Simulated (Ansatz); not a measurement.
# A hypothetical structure for Al2Ga4Mo, part 2 of 2

Starting from a made-up structure for Al2Ga4Mo, the aim is the relaxed cell, its shortest contacts and, where a second run follows, its electronic structure.

Ansatz 0.2.0; DFT, PBE, plane-wave PAW, files of the set soft_1, scalar-relativistic, no spin, cell and ions relaxed at zero pressure; PAW set soft_1 (the session's first sound run).

So far: The structure; Relaxation of the guess. The relaxed cell has a = 6.672, c = 5.108 Å (conventional setting).

### 3. Bands of the relaxed cell

A second self-consistent run takes a narrower smearing and the mesh shown in its input; the bands follow along the standard path of the relaxed lattice.

This step: DFT, PBE, plane-wave PAW, files of the set soft_1, scalar-relativistic, no spin, bands and density of states at the relaxed cell; PAW set soft_1 (Ansatz 0.2.0).

Contents of input.yaml:

```yaml
crystal:
  lattice:
    - [-3.3360370422, 3.3360370422, 2.5540084877]
    - [3.3360370422, -3.3360370422, 2.5540084877]
    - [3.3360370422, 3.3360370422, -2.5540084877]
  atoms:
    - { symbol: Mo, position: [0.0, 0.0, 0.0] }
    - { symbol: Ga, position: [0.6961123188, 0.3038876812, 0.0] }
    - { symbol: Ga, position: [0.3038876812, 0.6961123188, 0.0] }
    - { symbol: Ga, position: [0.6961123188, 0.6961123188, 0.3922246377] }
    - { symbol: Ga, position: [0.3038876812, 0.3038876812, 0.6077753623] }
    - { symbol: Al, position: [0.25, 0.75, 0.5] }
    - { symbol: Al, position: [0.75, 0.25, 0.5] }
kpoints:
  mp_grid: { grid: [8, 8, 8] }
  band_path:
    path:
      - [[0.0, 0.0, 0.0], [0.0, 0.0, 0.5], [-0.5, 0.5, 0.5], [0.0, 0.0, 0.0], [0.39652879, 0.39652879, -0.39652879], [0.25, 0.25, 0.25], [0.0, 0.5, 0.0], [-0.39652879, 0.60347121, 0.39652879], [-0.5, 0.5, 0.5]]
      - [[0.0, 0.0, 0.5], [0.25, 0.25, 0.25]]
    npoints: 8
scf:
  occupations: { method: fermi_dirac, width: 0.03 }
  n_extra_bands: 11
hamiltonian:
  xc: pbe
  pseudopotentials: { kind: paw, azcp: { folder: soft_1 } }
output:
  forces: true
  stress: true
  write_bands: true
  dos: { projected: true }
  write_density: true
  write_potential: true
  elf: true
  volumetric_format: npy
```

On the command line:

```bash
$ ansatz run input.yaml --threads 4 --pin off --max-ram 10240MiB --backend cpu --events-out ev --progress --plain --runs-dir out
```

Numbers of over 12 decimals in the logs are rounded to 6 here.

What it wrote:

```text
[...]
Crystal: 7 atoms, lattice volume = 113.696 Å³
Basis set: ecut = 420 eV, 2169 PW (Γ), exchange–correlation on 72×72×72 points (8 copies of the dense FFT grid, shifted against one another)
Bands: 47, of which v1, the nominal top of the filled ones, is band 36 counted from 1 (35 counted from 0)
Symmetry: 16 space group operations
[...]
k-points: 59 of 512
[...]
SCF iter   1: F=—  HF=-21166.175023 eV  |F-HF|=—  |Δ(HF+E_count)|=         —  Δρ=1.14e-1  dr2=3.96e1  ethr=3.10e-3  ⟨swp⟩=6.0  Hψ=10210  notcnv=0  defer=7
[...]
SCF iter  10: F=-21161.164760 eV  HF=-21161.164760 eV  |F-HF|=1.08e-9  |Δ(HF+E_count)|=   1.83e-7  Δρ=1.36e-6  dr2=2.40e-9  ethr=1.39e-10  ⟨swp⟩=12.6  Hψ=18420  notcnv=0
SCF 1 converged in 10 iterations: F = -21161.164760 eV  dr2 = 2.40e-9
[...]
NSCF: frozen V_eff on 74 k-points
SCF converged after 10 iterations
Free energy (F): -21161.164760 eV
[...]
Internal energy: -21161.155376 eV  (E = F + TS)
E sigma→0 (E₀):  -21161.160068 eV
Entropy (-TS):   -0.009384 eV (-1.341 meV/atom)
Fermi energy:    11.855625 eV
[...]
--- Forces (eV/Å), atoms counted from 1 ---
  atom   1  Mo     0.00000000    -0.00000000     0.00000000
  atom   2  Ga     0.00532267    -0.00532267     0.00000000
  atom   3  Ga    -0.00532267     0.00532267    -0.00000000
  atom   4  Ga    -0.00532267    -0.00532267     0.00000000
  atom   5  Ga     0.00532267     0.00532267     0.00000000
  atom   6  Al    -0.00000000    -0.00000000    -0.00000000
  atom   7  Al     0.00000000     0.00000000     0.00000000
  max |Σ_I F_I| component: 1.73e-18 eV/Å
--- Stress (GPa, compression-positive) ---
        0.029560       0.000000       0.000000
        0.000000       0.029560      -0.000000
        0.000000      -0.000000       0.044521
  P = ⅓ Tr σ = 0.0345 GPa (0.345 kbar)
--- Band table (eV; the first three rows and the last of 59) ---
  k-point 0: bands = [... 32 lower, 9.8351, 9.8351, 10.4589, 10.8154, 11.3179, 12.9349, 13.1111, 13.6352, ... 7 higher]
  k-point 1: bands = [... 32 lower, 9.2987, 9.9431, 10.8023, 11.2974, 11.4101, 12.4231, 12.9222, 13.6561, ... 7 higher]
  k-point 2: bands = [... 32 lower, 9.9401, 10.2038, 10.9420, 11.5676, 11.6121, 11.7905, 13.2564, 13.4001, ... 7 higher]
  k-point 58: bands = [... 32 lower, 10.9185, 11.7314, 11.8827, 12.0639, 12.1611, 12.1611, 13.5693, 14.9469, ... 7 higher]
```

It took 5.9 s on 4 threads of AMD EPYC 9R14 (Zen 4), shared host; peak memory 0.7 GiB.

Numbers from this step:

```yaml
free_energy: -21161.1648 eV
energy_at_zero_smearing: -21161.1601 eV
smearing_term_ts: 0.009384 eV
fermi_energy: 11.86 eV
pressure: 0.03455 GPa
```

bands.tsv at the labelled points (eV, zero at the Fermi level; the bands that come nearest the Fermi level along the path):

| point | band 33 | band 34 | band 35 | band 36 | band 37 | band 38 | band 39 | band 40 |
| --- | --- | --- | --- | --- | --- | --- | --- | --- |
| Γ | -2.02 | -2.02 | -1.40 | -1.04 | -0.54 | 1.08 | 1.26 | 1.78 |
| X | -2.27 | -1.27 | -0.71 | -0.27 | 0.73 | 0.77 | 1.83 | 1.91 |
| M | -0.94 | -0.12 | 0.03 | 0.21 | 0.31 | 0.31 | 1.71 | 3.09 |
| Γ | -2.02 | -2.02 | -1.40 | -1.04 | -0.54 | 1.08 | 1.26 | 1.78 |
| Z | -1.65 | 0.01 | 0.16 | 0.34 | 0.44 | 0.44 | 1.51 | 2.99 |
| P | -2.23 | -1.14 | -1.14 | -0.98 | 1.03 | 1.03 | 1.34 | 2.03 |
| N | -1.84 | -1.04 | -0.04 | 0.32 | 1.15 | 1.31 | 1.44 | 1.99 |
| Z1 | -1.65 | 0.01 | 0.16 | 0.34 | 0.44 | 0.44 | 1.51 | 2.99 |
| M | -0.94 | -0.12 | 0.03 | 0.21 | 0.31 | 0.31 | 1.71 | 3.09 |
| X | -2.27 | -1.27 | -0.71 | -0.27 | 0.73 | 0.77 | 1.83 | 1.91 |
| P | -2.23 | -1.14 | -1.14 | -0.98 | 1.03 | 1.03 | 1.34 | 2.03 |

Counts of states for the cell as run, both spins, by energy window (eV from the Fermi level):

| from | to | total |
| --- | --- | --- |
| -8 | -7 | 1.63 |
| -7 | -6 | 1.34 |
| -6 | -5 | 1.87 |
| -5 | -4 | 1.82 |
| -4 | -3 | 2.55 |
| -3 | -2 | 2.52 |
| -2 | -1 | 3.47 |
| -1 | 0 | 4.96 |
| 0 | 1 | 3.14 |
| 1 | 2 | 4.22 |
| 2 | 3 | 3.61 |
| 3 | 4 | 3.20 |

Below -8 eV lie 51.8 more states.

ELF in the ab plane of the conventional cell at fractional z = 0.000, with atoms of Mo and Ga within 0.2 Å of it. It is the smooth field of the valence electrons, not physical close to the nuclei.

Ten even steps from '_' (0.06) to '@' (0.77), each cell a mean:
```
##%%**::::--==**%%@@@@##++----::==%%%%
%%**--::======++##%%%%**++====--::++%%
==--::======--==******++==--====--::==
::::====--::::--==++++--::::--====--::
::--==--..____..--++==::______--====--
--====--..______--==--::______::--==--
++++==--..____..--==--::______::==++++
####**==--::::::------::::::::--++**##
@@%%##++==--------::::------==++**%%@@
@@@@##**++======--..::--====++++**%%@@
%%%%**++----------------------==**##%%
****++--::....::--==--::..__..--==++**
======--..____..--==--::______::--====
--====--..____..--==--::______::====--
::--====::....::--++==--......--====::
::::--====------++**++==------====::::
##==::--======++**####**========::--**
%%%%==::--====**%%@@%%##++==--::--**%%
++%%##::::--==**%%@@@@##++--::::==%%##
```
Columns run along a (6.7 Å), rows up along b (6.7 Å), edges of the conventional cell, whose origin can differ from the input's. Atoms in or near the plane, at fractional coordinates: Mo at (0.00, 0.00), Ga at (0.30, 0.70), Ga at (0.70, 0.30), Ga at (0.70, 0.70), Ga at (0.30, 0.30).

Electrostatic potential energy in the ab plane of the conventional cell at fractional z = 0.000, with atoms of Mo and Ga within 0.2 Å of it. With pseudopotentials it is smooth inside the atoms' cores, unlike the true potential.

Ten even steps from '0' (-36 eV) to '9' (50 eV), each cell a mean:
```
0024555555555555300
0135555555555555420
3455544555555455543
5555455455544544555
5554588545447874555
5554799745459985455
5554588645447974555
5555455455544544555
5555544555554445555
5555555555555555555
5555444455554445555
5554466445546754555
5554699645458985455
5554699645458985455
5554566445545754555
4555444455554445554
1245555555555555532
0025555555555555410
0014555555555555300
```
Columns run along a (6.7 Å; values clipped at the 3rd and 97th percentile), rows up along b (6.7 Å), edges of the conventional cell, whose origin can differ from the input's. Atoms in or near the plane, at fractional coordinates: Mo at (0.00, 0.00), Ga at (0.30, 0.70), Ga at (0.70, 0.30), Ga at (0.70, 0.70), Ga at (0.30, 0.30).

Valence density in the ab plane of the conventional cell at fractional z = 0.000, with atoms of Mo and Ga within 0.2 Å of it. It is the smooth field of the valence electrons, not physical close to the nuclei.

Values in e/Å³, 10 rows by 16 columns, each cell a mean:
```
 5  3  1  0  0  0  0  0  0  0  0  0  0  0  2  4
 1  0  0  0  0  1  0  0  0  0  0  1  0  0  0  1
 0  0  0  1 15 17  2  0  0  1  9 21  4  0  0  0
 0  0  0  1 10 11  1  0  0  1  6 14  3  0  0  0
 0  0  0  0  0  0  0  0  0  0  0  0  0  0  0  0
 0  0  0  0  1  1  0  0  0  0  1  1  0  0  0  0
 0  0  0  1 17 19  2  0  0  1 10 24  4  0  0  0
 0  0  0  1  8  9  1  0  0  1  5 11  2  0  0  0
 1  1  0  0  0  0  0  0  0  0  0  0  0  0  0  1
 6  4  1  0  0  0  0  0  0  0  0  0  0  0  2  5
```
Columns run along a (6.7 Å), rows up along b (6.7 Å), edges of the conventional cell, whose origin can differ from the input's. Atoms in or near the plane, at fractional coordinates: Mo at (0.00, 0.00), Ga at (0.30, 0.70), Ga at (0.70, 0.30), Ga at (0.70, 0.70), Ga at (0.30, 0.30).

### 4. Summary of results

```json
{
 "space group, relaxed": "I4/mmm",
 "conventional cell": "a = 6.672, b = 6.672, c = 5.108 Å; α = 90.0°, β = 90.0°, γ = 90.0°",
 "volume per atom": "16.24 Å³ (guess 15.64)"
}
```

Al2Ga4Mo relaxes to I4/mmm with a = 6.672, b = 6.672 and c = 5.108 Å. The guessed volume was 4 % too small. The space group I4/mmm was held in the relaxation, so the end point is a stationary structure within it and may be a saddle against distortions or other arrangements. Bands cross the Fermi level, so it is a metal or semimetal at this level. On the 8×8×8 mesh with the narrower smearing (relaxed on 7×7×7) the largest force component is 0.005 eV/Å and the largest stress component is 0.045 GPa, within the relaxation's thresholds of 0.015 eV/Å and 0.05 GPa. The cutoff wasn't tested. No dispersion term is used, so weakly bound directions may come out too long. The runs have no spin, and magnetism wasn't tested. Nothing here tests whether the compound is stable against decomposition.

[Logs are printed without paths, hosts, clocks, repeated set-up lines and the standing remarks that a program may print on its own settings, such as how far it seeks lower states.]

[Hosts, paths, dates, database ids (printed as entryN), source tags and the programs' standing remarks are cut or masked in the printed files.]
